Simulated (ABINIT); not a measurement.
Planning a run of ABINIT 10.8.3 on Cs2AgSbBr6 (Fm-3m). The input:

```
acell 3*1.0 Angstrom
rprim 
  0.000000000000 5.689253000000 5.689253000000
  5.689253000000 0.000000000000 5.689253000000
  5.689253000000 5.689253000000 0.000000000000
ntypat 4
znucl 55 47 51 35
natom 10
typat 1 1 2 3 4 4 4 4 4 4
xred 
  0.750000000000 0.750000000000 0.750000000000
  0.250000000000 0.250000000000 0.250000000000
  0.500000000000 0.500000000000 0.500000000000
  0.000000000000 0.000000000000 0.000000000000
  0.751554000000 0.248446000000 0.248446000000
  0.248446000000 0.248446000000 0.751554000000
  0.248446000000 0.751554000000 0.751554000000
  0.248446000000 0.751554000000 0.248446000000
  0.751554000000 0.248446000000 0.751554000000
  0.751554000000 0.751554000000 0.248446000000
pp_dirpath "pseudos"
pseudos "Cs.upf, Ag.upf, Sb.upf, Br.upf"
ecut 40
ngkpt 2 2 2
nshiftk 1
shiftk 0 0 0
kptopt 1
chksymbreak 0
istwfk *1
occopt 1
irdwfk 1
optdriver 4
nband 280
gwcalctyp 10
ecutsigx 40
symsigma 1
nkptgw 3
kptgw 
  0.0000000000 0.0000000000 0.0000000000
  0.5000000000 0.0000000000 0.0000000000
  0.5000000000 0.5000000000 0.0000000000
bdgw 
  52 97
  52 97
  52 97
ecuteps 3.3
irdscr 1
ppmodel 1
irdqps 1
indata_prefix "in"
outdata_prefix "out"
tmpdata_prefix "tmp"
gwmem 00
```

```sh
OMP_NUM_THREADS=1 mpirun -n 8 abinit run.abi > log
```

Question: How long will it take on 8 MPI ranks of Arm Neoverse V1, shared host, and how much memory?

It took 10 min; on shared hardware allow 5 min to 20 min. Peak host memory was 8.8 GiB.

[Paths, hosts, dates, memory and timing lines, banners, echoed tables and standing remarks are left out of the program output.]

[Logs are printed without paths, hosts, clocks, repeated set-up lines and the standing remarks that a program may print on its own settings, such as how far it seeks lower states.]

[Runs of the session that timed out or met a known fault of the program may be left out.]

[Hosts, paths, dates, database ids (printed as entryN), source tags and the programs' standing remarks are cut or masked in the printed files.]

[G0W0 gaps are taken among the corrected bands and points alone; a level outside them can change the order at an edge.]

[Where Ansatz stands beside ABINIT at settings called matched, ABINIT's density can come from a denser mesh and the files from another edition; pairs whose starting gaps differed by over 0.03 eV were left out, so agreement reads better than it is.]
